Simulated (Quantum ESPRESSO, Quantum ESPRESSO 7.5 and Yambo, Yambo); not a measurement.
## Quasiparticle gap of PbO (P4/nmm) in Yambo

Aim: the G0W0 gap of PbO (P4/nmm) on PBE, step by step.

Method: PBE and many-body steps on it, plane waves, in Quantum ESPRESSO 7.5 and Yambo 5.3.0.

The database entry behind the starting cell differs from later determinations by our own check (c about 1 % long), so it need not match the best structure at ambient conditions.

### Step 1. Set-up

It takes space group P4/nmm (No. 129, tetragonal). Conventional cell: a = 3.960 Å, b = 3.960 Å, c = 5.070 Å, α = 90.00°, β = 90.00°, γ = 90.00°. Pb has 4 O at 2.32 Å nearest. O has 4 Pb at 2.32 Å nearest. Farther neighbours and most contacts between anions are not listed.

The cell and positions come from the Crystallography Open Database and are kept as given unless a step says otherwise. Spin-orbit coupling is left out unless a step names it.

### Step 2. Ground state

This step: Quantum ESPRESSO 7.5; DFT, PBE, plane waves, norm-conserving pseudopotentials.

The ground-state density comes first.

Input file pw.in:

```
&control
  calculation = 'scf'
  prefix = 'x'
  outdir = 'o'
  pseudo_dir = 'pseudo'
/
&system
  ibrav = 0
  nat = 4
  ntyp = 2
  ecutwfc = 76.0
  nbnd = 34
  force_symmorphic = .true.
/
&electrons
  conv_thr = 1e-10
  electron_maxstep = 80
  mixing_beta = 0.5
/
ATOMIC_SPECIES
  Pb 207.2 Pb.upf
  O 15.999 O.upf
CELL_PARAMETERS angstrom
  3.9600000000 0.0000000000 0.0000000000
  0.0000000000 3.9600000000 0.0000000000
  0.0000000000 0.0000000000 5.0700000000
ATOMIC_POSITIONS crystal
  Pb 0.0000000000 0.5000000000 0.2385140000
  Pb 0.5000000000 0.0000000000 0.7614860000
  O 0.0000000000 0.0000000000 0.0000000000
  O 0.5000000000 0.5000000000 0.0000000000
K_POINTS automatic
  6 6 4 0 0 0
```

Command:

```bash
> OMP_NUM_THREADS=1 mpirun -n 8 pw.x -nk 8 -in pw.in > pw.out
```

Output:

```text
Program PWSCF v.7.5 starts

     This program is part of the open-source Quantum ESPRESSO suite
     for quantum simulation of materials; please cite
         "P. Giannozzi et al., J. Phys.:Condens. Matter 21 395502 (2009);
         "P. Giannozzi et al., J. Phys.:Condens. Matter 29 465901 (2017);
         "P. Giannozzi et al., J. Chem. Phys. 152 154105 (2020);
     in publications or presentations arising from this work. More details at
     Message from routine setup:
     using ibrav=0 with symmetry is DISCOURAGED, use correct ibrav instead

     G-vector sticks info

     bravais-lattice index     =            0
     lattice parameter (alat)  =       7.4833  a.u.
     unit-cell volume          =     536.5311 (a.u.)^3
     number of atoms/cell      =            4
     number of atomic types    =            2
     number of electrons       =        56.00
     number of Kohn-Sham states=           34
     kinetic-energy cutoff     =      76.0000  Ry
     charge density cutoff     =     304.0000  Ry
     scf convergence threshold =      1.0E-10
     mixing beta               =       0.5000
     number of iterations used =            8  plain     mixing
     Exchange-correlation= PBE
                           (   1   4   3   4   0   0   0)

     celldm(1)=   7.483315  celldm(2)=   0.000000  celldm(3)=   0.000000
     celldm(4)=   0.000000  celldm(5)=   0.000000  celldm(6)=   0.000000

     crystal axes: (cart. coord. in units of alat)
               a(1) = (   1.000000   0.000000   0.000000 )
               a(2) = (   0.000000   1.000000   0.000000 )
               a(3) = (   0.000000   0.000000   1.280303 )

     reciprocal axes: (cart. coord. in units 2 pi/alat)
               b(1) = (  1.000000  0.000000  0.000000 )
               b(2) = (  0.000000  1.000000  0.000000 )
               b(3) = (  0.000000  0.000000  0.781065 )
     Pseudo is Norm-conserving + core correction, Zval = 22.0
     Generated using ONCVPSP code by D. R. Hamann
     Using radial grid of 1692 points,  7 beta functions with:
     Pseudo is Norm-conserving + core correction, Zval =  6.0
     Generated using ONCVPSP code by D. R. Hamann
     Using radial grid of  936 points,  5 beta functions with:
     Pb               22.00   207.20000     Pb( 1.00)
     O                 6.00    15.99900     O ( 1.00)

      8 Sym. Ops. (no inversion) found

   Cartesian axes

     site n.     atom                  positions (alat units)
         1        Pb     tau(   1) = (   0.0000000   0.5000000   0.3053702  )
         2        Pb     tau(   2) = (   0.5000000   0.0000000   0.9749328  )
         3        O      tau(   3) = (   0.0000000   0.0000000   0.0000000  )
         4        O      tau(   4) = (   0.5000000   0.5000000   0.0000000  )

     number of k points=    30
                       cart. coord. in units 2pi/alat
        k(    1) = (   0.0000000   0.0000000   0.0000000), wk =   0.0138889
        k(    2) = (   0.0000000   0.0000000   0.1952663), wk =   0.0277778
        k(    3) = (   0.0000000   0.0000000  -0.3905325), wk =   0.0138889
        k(    4) = (   0.0000000   0.1666667   0.0000000), wk =   0.0555556
        k(    5) = (   0.0000000   0.1666667   0.1952663), wk =   0.1111111
        k(    6) = (   0.0000000   0.1666667  -0.3905325), wk =   0.0555556
        k(    7) = (   0.0000000   0.3333333   0.0000000), wk =   0.0555556
        k(    8) = (   0.0000000   0.3333333   0.1952663), wk =   0.1111111
        k(    9) = (   0.0000000   0.3333333  -0.3905325), wk =   0.0555556
        k(   10) = (   0.0000000  -0.5000000   0.0000000), wk =   0.0277778
     [... 18 further rows ...]
        k(   29) = (  -0.5000000  -0.5000000   0.1952663), wk =   0.0277778
        k(   30) = (  -0.5000000  -0.5000000  -0.3905325), wk =   0.0138889

     Dense  grid:    48109 G-vectors     FFT dimensions: (  45,  45,  54)

     Initial potential from superposition of free atoms

     starting charge      55.9957, renormalised to      56.0000
     Starting wfcs are   34 randomized atomic wfcs

     per-process dynamical memory:    45.7 Mb

     Self-consistent Calculation

     iteration #  1     ecut=    76.00 Ry     beta= 0.50

     total energy              =    -904.70528333 Ry
     estimated scf accuracy    <       1.41674277 Ry

     iteration #  2     ecut=    76.00 Ry     beta= 0.50

     total energy              =    -904.92370585 Ry
     estimated scf accuracy    <       1.96037814 Ry

     iteration #  3     ecut=    76.00 Ry     beta= 0.50

     total energy              =    -905.29375849 Ry
     estimated scf accuracy    <       0.03957023 Ry

     iteration #  4     ecut=    76.00 Ry     beta= 0.50

     total energy              =    -905.29602499 Ry
     estimated scf accuracy    <       0.00515130 Ry

     iteration #  5     ecut=    76.00 Ry     beta= 0.50

     total energy              =    -905.29686348 Ry
     estimated scf accuracy    <       0.00098721 Ry

     iteration #  6     ecut=    76.00 Ry     beta= 0.50

     total energy              =    -905.29704764 Ry
     estimated scf accuracy    <       0.00001671 Ry

     iteration #  7     ecut=    76.00 Ry     beta= 0.50

     total energy              =    -905.29704683 Ry
     estimated scf accuracy    <       0.00002526 Ry

     iteration #  8     ecut=    76.00 Ry     beta= 0.50

     total energy              =    -905.29704506 Ry
     estimated scf accuracy    <       0.00000766 Ry

     iteration #  9     ecut=    76.00 Ry     beta= 0.50

     total energy              =    -905.29704641 Ry
     estimated scf accuracy    <       0.00000005 Ry

     iteration # 10     ecut=    76.00 Ry     beta= 0.50

     total energy              =    -905.29704642 Ry
     estimated scf accuracy    <       0.00000001 Ry

     iteration # 11     ecut=    76.00 Ry     beta= 0.50

     total energy              =    -905.29704642 Ry
     estimated scf accuracy    <          1.2E-09 Ry

     iteration # 12     ecut=    76.00 Ry     beta= 0.50

     End of self-consistent calculation

          k = 0.0000 0.0000 0.0000 (  6023 PWs)   bands (ev):

  -128.2830-128.2830 -69.9774 -69.9774 -69.9769 -69.9769 -69.9736 -69.9728
    -7.8584  -7.3200  -5.5689  -5.5689  -5.5086  -5.5056  -5.4213  -5.3480
    -5.3451  -5.3451  -5.3282  -3.9810   3.2148   3.7135   6.2611   6.2611
     8.7623   8.8860   8.8860  10.4904  12.9003  16.0070  16.0704  16.0704
    17.0432  17.0433

          k = 0.0000 0.0000 0.1953 (  6003 PWs)   bands (ev):

  -128.2831-128.2829 -69.9773 -69.9773 -69.9770 -69.9770 -69.9735 -69.9729
    -7.8465  -7.3120  -5.5453  -5.5453  -5.5251  -5.4840  -5.4096  -5.3727
    -5.3727  -5.3572  -5.3400  -3.9736   2.2241   5.0873   6.3359   6.3359
     8.7449   8.8729   8.8729  10.0697  12.6311  15.0213  15.0213  15.5356
    18.3218  18.3219

          k = 0.0000 0.0000-0.3905 (  6026 PWs)   bands (ev):

  -128.2831-128.2829 -69.9772 -69.9772 -69.9770 -69.9770 -69.9734 -69.9731
    -7.8346  -7.3040  -5.5417  -5.5100  -5.5100  -5.4570  -5.4122  -5.4122
    -5.3908  -5.3715  -5.3589  -3.9664   1.7793   6.0769   6.4144   6.4144
     8.7279   8.8572   8.8572   9.4097  12.5985  14.4710  14.4710  14.8306
    19.1286  19.1286

          k = 0.0000 0.1667 0.0000 (  6013 PWs)   bands (ev):

     [... further k-points ...]

     highest occupied, lowest unoccupied level (ev):    10.4904   11.6307

!    total energy              =    -905.29704642 Ry
     estimated scf accuracy    <          2.8E-11 Ry

     The total energy is the sum of the following terms:
     one-electron contribution =    -520.71232850 Ry
     hartree contribution      =     265.95390638 Ry
     xc contribution           =    -152.79672405 Ry
     ewald contribution        =    -497.74190025 Ry

     convergence has been achieved in  12 iterations

     XML data file, charge density, pseudopotentials, collected wavefunctions

=------------------------------------------------------------------------------=
   JOB DONE.
=------------------------------------------------------------------------------=
```

The job ended after 13 s (8 MPI ranks of Arm Neoverse V2, shared host; peak memory 0.71 GiB; 1.8 min of CPU time).

This step gave:

| Quantity | Value |
| --- | --- |
| total energy | -12317.1938 eV |
| gap | 1.140 eV |
| k of the valence top | 0, 0, 0 |
| k of the conduction bottom | -0.5, -0.5, 0 |
| least direct gap | 2.140 eV |

The gap is indirect, with the least direct gap 1.00 eV higher.

### Step 3. Bands along the symmetry lines

The cheap functional maps the bands first; the places of the edges decide which points the dearer methods must see.

Input file pw.in:

```
&control
  calculation = 'bands'
  prefix = 'x'
  outdir = 'o'
  pseudo_dir = 'pseudo'
/
&system
  ibrav = 0
  nat = 4
  ntyp = 2
  ecutwfc = 76.0
  nbnd = 34
  force_symmorphic = .true.
/
&electrons
  conv_thr = 1e-9
  electron_maxstep = 80
  diago_full_acc = .true.
  diago_thr_init = 5e-6
/
ATOMIC_SPECIES
  Pb 207.2 Pb.upf
  O 15.999 O.upf
CELL_PARAMETERS angstrom
  3.9600000000 0.0000000000 0.0000000000
  0.0000000000 3.9600000000 0.0000000000
  0.0000000000 0.0000000000 5.0700000000
ATOMIC_POSITIONS crystal
  Pb 0.0000000000 0.5000000000 0.2385140000
  Pb 0.5000000000 0.0000000000 0.7614860000
  O 0.0000000000 0.0000000000 0.0000000000
  O 0.5000000000 0.5000000000 0.0000000000
K_POINTS crystal
  75
  0.00000000 0.00000000 0.00000000 1
  0.00000000 0.06250000 0.00000000 1
  0.00000000 0.12500000 0.00000000 1
  0.00000000 0.18750000 0.00000000 1
  0.00000000 0.25000000 0.00000000 1
  0.00000000 0.31250000 0.00000000 1
  0.00000000 0.37500000 0.00000000 1
  0.00000000 0.43750000 0.00000000 1
  0.00000000 0.50000000 0.00000000 1
  0.06250000 0.50000000 0.00000000 1
  0.12500000 0.50000000 0.00000000 1
  0.18750000 0.50000000 0.00000000 1
  0.25000000 0.50000000 0.00000000 1
  0.31250000 0.50000000 0.00000000 1
  0.37500000 0.50000000 0.00000000 1
  0.43750000 0.50000000 0.00000000 1
  0.50000000 0.50000000 0.00000000 1
  0.43750000 0.43750000 0.00000000 1
  0.37500000 0.37500000 0.00000000 1
  0.31250000 0.31250000 0.00000000 1
  0.25000000 0.25000000 0.00000000 1
  0.18750000 0.18750000 0.00000000 1
  0.12500000 0.12500000 0.00000000 1
  0.06250000 0.06250000 0.00000000 1
  0.00000000 0.00000000 0.00000000 1
  0.00000000 0.00000000 0.06250000 1
  0.00000000 0.00000000 0.12500000 1
  0.00000000 0.00000000 0.18750000 1
  0.00000000 0.00000000 0.25000000 1
  0.00000000 0.00000000 0.31250000 1
  0.00000000 0.00000000 0.37500000 1
  0.00000000 0.00000000 0.43750000 1
  0.00000000 0.00000000 0.50000000 1
  0.00000000 0.06250000 0.50000000 1
  0.00000000 0.12500000 0.50000000 1
  0.00000000 0.18750000 0.50000000 1
  0.00000000 0.25000000 0.50000000 1
  0.00000000 0.31250000 0.50000000 1
  0.00000000 0.37500000 0.50000000 1
  0.00000000 0.43750000 0.50000000 1
  0.00000000 0.50000000 0.50000000 1
  0.06250000 0.50000000 0.50000000 1
  0.12500000 0.50000000 0.50000000 1
  0.18750000 0.50000000 0.50000000 1
  0.25000000 0.50000000 0.50000000 1
  0.31250000 0.50000000 0.50000000 1
  0.37500000 0.50000000 0.50000000 1
  0.43750000 0.50000000 0.50000000 1
  0.50000000 0.50000000 0.50000000 1
  0.43750000 0.43750000 0.50000000 1
  0.37500000 0.37500000 0.50000000 1
  0.31250000 0.31250000 0.50000000 1
  0.25000000 0.25000000 0.50000000 1
  0.18750000 0.18750000 0.50000000 1
  0.12500000 0.12500000 0.50000000 1
  0.06250000 0.06250000 0.50000000 1
  0.00000000 0.00000000 0.50000000 1
  0.00000000 0.50000000 0.00000000 1
  0.00000000 0.50000000 0.06250000 1
  0.00000000 0.50000000 0.12500000 1
  0.00000000 0.50000000 0.18750000 1
  0.00000000 0.50000000 0.25000000 1
  0.00000000 0.50000000 0.31250000 1
  0.00000000 0.50000000 0.37500000 1
  0.00000000 0.50000000 0.43750000 1
  0.00000000 0.50000000 0.50000000 1
  0.50000000 0.50000000 0.00000000 1
  0.50000000 0.50000000 0.06250000 1
  0.50000000 0.50000000 0.12500000 1
  0.50000000 0.50000000 0.18750000 1
  0.50000000 0.50000000 0.25000000 1
  0.50000000 0.50000000 0.31250000 1
  0.50000000 0.50000000 0.37500000 1
  0.50000000 0.50000000 0.43750000 1
  0.50000000 0.50000000 0.50000000 1
```

Output:

```text
[banner, memory and clock lines left out]
Program PWSCF v.7.5 starts

     Atomic positions and unit cell read from directory:
     o/x.save/

     Message from routine setup:
     using ibrav=0 with symmetry is DISCOURAGED, use correct ibrav instead

     G-vector sticks info

     bravais-lattice index     =            0
     lattice parameter (alat)  =       7.4833  a.u.
     unit-cell volume          =     536.5311 (a.u.)^3
     number of atoms/cell      =            4
     number of atomic types    =            2
     number of electrons       =        56.00
     number of Kohn-Sham states=           34
     kinetic-energy cutoff     =      76.0000  Ry
     charge density cutoff     =     304.0000  Ry
     Exchange-correlation= PBE
                           (   1   4   3   4   0   0   0)

     celldm(1)=   7.483315  celldm(2)=   0.000000  celldm(3)=   0.000000
     celldm(4)=   0.000000  celldm(5)=   0.000000  celldm(6)=   0.000000

     crystal axes: (cart. coord. in units of alat)
               a(1) = (   1.000000   0.000000   0.000000 )
               a(2) = (   0.000000   1.000000   0.000000 )
               a(3) = (   0.000000   0.000000   1.280303 )

     reciprocal axes: (cart. coord. in units 2 pi/alat)
               b(1) = (  1.000000  0.000000  0.000000 )
               b(2) = (  0.000000  1.000000  0.000000 )
               b(3) = (  0.000000  0.000000  0.781065 )
     Pseudo is Norm-conserving + core correction, Zval = 22.0
     Generated using ONCVPSP code by D. R. Hamann
     Using radial grid of 1692 points,  7 beta functions with:
     Pseudo is Norm-conserving + core correction, Zval =  6.0
     Generated using ONCVPSP code by D. R. Hamann
     Using radial grid of  936 points,  5 beta functions with:
     Pb               22.00   207.20000     Pb( 1.00)
     O                 6.00    15.99900     O ( 1.00)

      8 Sym. Ops. (no inversion) found

   Cartesian axes

     site n.     atom                  positions (alat units)
         1        Pb     tau(   1) = (   0.0000000   0.5000000   0.3053702  )
         2        Pb     tau(   2) = (   0.5000000   0.0000000   0.9749328  )
         3        O      tau(   3) = (   0.0000000   0.0000000   0.0000000  )
         4        O      tau(   4) = (   0.5000000   0.5000000   0.0000000  )

     number of k points=    75
                       cart. coord. in units 2pi/alat
        k(    1) = (   0.0000000   0.0000000   0.0000000), wk =   0.0266667
        k(    2) = (   0.0000000   0.0625000   0.0000000), wk =   0.0266667
        k(    3) = (   0.0000000   0.1250000   0.0000000), wk =   0.0266667
[...]
[... 63 further rows ...]
        k(   74) = (   0.5000000   0.5000000   0.3417160), wk =   0.0266667
        k(   75) = (   0.5000000   0.5000000   0.3905325), wk =   0.0266667

     Dense  grid:    48109 G-vectors     FFT dimensions: (  45,  45,  54)

     The potential is recalculated from file :
     o/x.save/charge-density

     Starting wfcs are   34 randomized atomic wfcs

     Band Structure Calculation

     End of band structure calculation

          k = 0.0000 0.0000 0.0000 (  6023 PWs)   bands (ev):

  -128.2830-128.2830 -69.9774 -69.9774 -69.9769 -69.9769 -69.9736 -69.9728
    -7.8584  -7.3200  -5.5689  -5.5689  -5.5086  -5.5056  -5.4213  -5.3480
    -5.3451  -5.3451  -5.3282  -3.9810   3.2148   3.7136   6.2611   6.2611
     8.7623   8.8860   8.8860  10.4904  12.9003  16.0071  16.0704  16.0704
    17.0432  17.0432

          k = 0.0000 0.0625 0.0000 (  6021 PWs)   bands (ev):

  -128.2830-128.2830 -69.9774 -69.9774 -69.9769 -69.9769 -69.9736 -69.9728
[...]
16.8800  17.0634

          k = 0.0000 0.1250 0.0000 (  6015 PWs)   bands (ev):

  -128.2831-128.2830 -69.9774 -69.9774 -69.9770 -69.9769 -69.9736 -69.9728
[...]
16.5157  17.1201

[...]
k = 0.5000 0.5000 0.3417 (  5984 PWs)   bands (ev):

  -128.2830-128.2830 -69.9775 -69.9775 -69.9772 -69.9772 -69.9732 -69.9732
[...]
16.2460  16.2460

          k = 0.5000 0.5000 0.3905 (  5984 PWs)   bands (ev):

  -128.2830-128.2830 -69.9775 -69.9775 -69.9772 -69.9772 -69.9732 -69.9732
[...]
-5.3628  -5.3628  -4.4549  -4.4549   2.3599   2.3599   6.5838   6.5838
     8.1891   8.1891   9.4889   9.4889  13.8403  13.8403  15.1573  15.1573
    16.2625  16.2625

     XML data file, pseudopotentials, collected wavefunctions
```

It took 7 s on 8 MPI ranks; peak memory 0.6 GiB; 56 s of CPU time.

Numbers from this step:

* gap: 1.139 eV
* k of the valence top: 0, 0.0625, 0
* k of the conduction bottom: 0.5, 0.5, 0
* least direct gap: 2.140 eV

The gap is 1.139 eV, −0.001 eV from the run before at this level.

The electronic bands at the labelled points (eV, zero at the top of the highest filled band):

| point | band 25 | band 26 | band 27 | band 28 | band 29 | band 30 | band 31 | band 32 |
| --- | --- | --- | --- | --- | --- | --- | --- | --- |
| Γ | -1.73 | -1.61 | -1.61 | 0.00 | 2.41 | 5.52 | 5.58 | 5.58 |
| halfway | -2.52 | -2.01 | -1.95 | -0.26 | 3.54 | 3.54 | 5.47 | 5.91 |
| X | -2.96 | -2.96 | -1.74 | -1.74 | 3.32 | 3.32 | 6.61 | 6.61 |
| halfway | -2.21 | -2.21 | -1.45 | -1.45 | 2.46 | 2.46 | 5.39 | 5.39 |
| M | -1.76 | -1.76 | -1.00 | -1.00 | 1.14 | 1.14 | 5.20 | 5.20 |
| halfway | -2.86 | -2.74 | -1.23 | -0.55 | 3.02 | 3.36 | 4.71 | 5.17 |
| Γ | -1.73 | -1.61 | -1.61 | 0.00 | 2.41 | 5.52 | 5.58 | 5.58 |
| halfway | -1.75 | -1.62 | -1.62 | -0.42 | 2.14 | 4.53 | 4.53 | 5.04 |
| Z | -1.76 | -1.63 | -1.63 | -1.08 | 2.11 | 3.98 | 3.98 | 4.34 |
| halfway | -2.34 | -2.03 | -1.18 | -1.04 | 2.28 | 3.17 | 4.61 | 6.58 |
| R | -2.93 | -2.93 | -1.07 | -1.07 | 3.01 | 3.01 | 6.31 | 6.31 |
| halfway | -1.72 | -1.72 | -1.53 | -1.53 | 3.36 | 3.36 | 4.57 | 4.57 |
| A | -2.30 | -2.30 | -1.00 | -1.00 | 3.35 | 3.35 | 4.67 | 4.67 |
| halfway | -2.76 | -1.64 | -1.23 | -1.15 | 2.47 | 3.63 | 3.85 | 6.42 |
| Z | -1.76 | -1.63 | -1.63 | -1.08 | 2.11 | 3.98 | 3.98 | 4.34 |
| jump to X | -2.96 | -2.96 | -1.74 | -1.74 | 3.32 | 3.32 | 6.61 | 6.61 |
| halfway | -2.95 | -2.95 | -1.36 | -1.36 | 3.16 | 3.16 | 6.47 | 6.47 |
| R | -2.93 | -2.93 | -1.07 | -1.07 | 3.01 | 3.01 | 6.31 | 6.31 |
| jump to M | -1.76 | -1.76 | -1.00 | -1.00 | 1.14 | 1.14 | 5.20 | 5.20 |
| halfway | -2.04 | -2.04 | -1.00 | -1.00 | 1.95 | 1.95 | 5.52 | 5.52 |
| A | -2.30 | -2.30 | -1.00 | -1.00 | 3.35 | 3.35 | 4.67 | 4.67 |

(Continued in part 2 of 3.)

[Paths, hosts, dates, memory and timing lines, banners, echoed tables and standing remarks are left out of the program output.]

[Logs are printed without paths, hosts, clocks, repeated set-up lines and the standing remarks that a program may print on its own settings, such as how far it seeks lower states.]

[Runs of the session that timed out or met a known fault of the program may be left out.]

[Hosts, paths, dates, database ids (printed as entryN), source tags and the programs' standing remarks are cut or masked in the printed files.]
